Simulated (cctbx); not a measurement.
# A crystallographic session in cctbx: BaDy2B2

Library: cctbx 2025.11.

## 1. Energy scan

run.py:

```python
from cctbx import adptbx, crystal, miller, xray
from cctbx.array_family import flex
from cctbx.eltbx import sasaki

cs = crystal.symmetry(unit_cell=(7.717, 7.717, 4.292, 90, 90, 90), space_group_symbol='Hall: -P 4 2ab')  # P4/mbm
atoms = [  # label, site, U (iso, or U11 U22 U33 U12 U13 U23 in A^2), occupancy
    ("Dy1", (0.6698, 0.8302, 0.5), (0.0150, 0.0150, 0.0241, 0.0010, 0.0000, 0.0000), 1),
    ("Ba1", (0.5, 0.5, 0), (0.0150, 0.0150, 0.0141, -0.0000, -0.0000, 0.0000), 1),
    ("B1", (0.872, 0.628, 0), (0.0506, 0.0506, 0.0646, 0.0072, 0.0000, 0.0000), 1),
]
xs = xray.structure(crystal_symmetry=cs)
for label, site, u, occ in atoms:
    u = adptbx.u_cif_as_u_star(cs.unit_cell(), u) if isinstance(u, tuple) else u
    xs.add_scatterer(xray.scatterer(label, site=site, u=u, occupancy=occ))
hkl = [(1, 3, 0), (0, 0, 1), (2, 1, 0), (1, 1, 0)]
ms = miller.set(cs, flex.miller_index(hkl + [tuple(-v for v in h) for h in hkl]), anomalous_flag=True)
print("E (eV)    f'(Dy)   f''   " + "".join("%16s" % ("|F|" + " ".join(map(str, h))) for h in hkl))
for e in [7190, 7540, 7670, 7730, 7760, 7775, 7782, 7786, 7794, 7798, 7805, 7820, 7850, 7940, 8190]:
    xs.set_inelastic_form_factors(12398.42 / e, "sasaki")
    t = sasaki.table("Dy").at_ev(e)
    f = flex.abs(ms.structure_factors_from_scatterers(xs, algorithm="direct").f_calc().data())
    n = len(hkl)
    print("%7.0f %7.2f %6.2f  " % (e, t.fp(), t.fdp()) + "".join("%9.1f/%6.1f" % (f[k], f[k + n]) for k in range(n)))
```

```console
$ python run.py
```

```text
E (eV)    f'(Dy)   f''           |F|1 3 0        |F|0 0 1        |F|2 1 0        |F|1 1 0
   7190   -8.39   4.17      171.4/ 171.4     95.7/  95.7    137.1/ 137.1     43.2/  43.2
   7540  -10.32   3.87      168.6/ 168.6     87.0/  87.0    131.4/ 131.4     45.5/  45.5
   7670  -11.93   3.76      165.9/ 165.9     80.4/  80.4    126.8/ 126.8     47.1/  47.1
   7730  -13.37   3.72      163.4/ 163.4     74.7/  74.7    122.6/ 122.6     48.5/  48.5
   7760  -14.85   3.69      160.8/ 160.8     68.9/  68.9    118.4/ 118.4     49.8/  49.8
   7775  -16.31   3.68      158.1/ 158.1     63.1/  63.1    114.1/ 114.1     51.1/  51.1
   7782  -17.61   3.68      155.8/ 155.8     58.0/  58.0    110.4/ 110.4     52.3/  52.3
   7786  -18.98   3.67      153.3/ 153.3     52.7/  52.7    106.4/ 106.4     53.5/  53.5
   7794  -19.65  10.58      154.6/ 154.6     55.3/  55.3    108.4/ 108.4     52.8/  52.8
   7798  -17.92  10.57      157.7/ 157.7     61.4/  61.4    113.2/ 113.2     51.2/  51.2
   7805  -16.45  10.55      160.3/ 160.3     66.8/  66.8    117.3/ 117.3     49.9/  49.9
   7820  -14.86  10.50      163.2/ 163.2     72.5/  72.5    121.7/ 121.7     48.5/  48.5
   7850  -13.29  10.41      166.0/ 166.0     78.2/  78.2    126.0/ 126.0     47.1/  47.1
   7940  -11.31  10.15      169.5/ 169.5     85.2/  85.2    131.4/ 131.4     45.5/  45.5
   8190   -9.63   9.52      172.5/ 172.5     90.7/  90.7    135.8/ 135.8     44.4/  44.4
```

It took 0.28 s on 1 thread of Arm Neoverse V2, on a shared host, peak memory 0.07 GiB.

[Logs are printed without paths, hosts, clocks, repeated set-up lines and the standing remarks that a program may print on its own settings, such as how far it seeks lower states.]
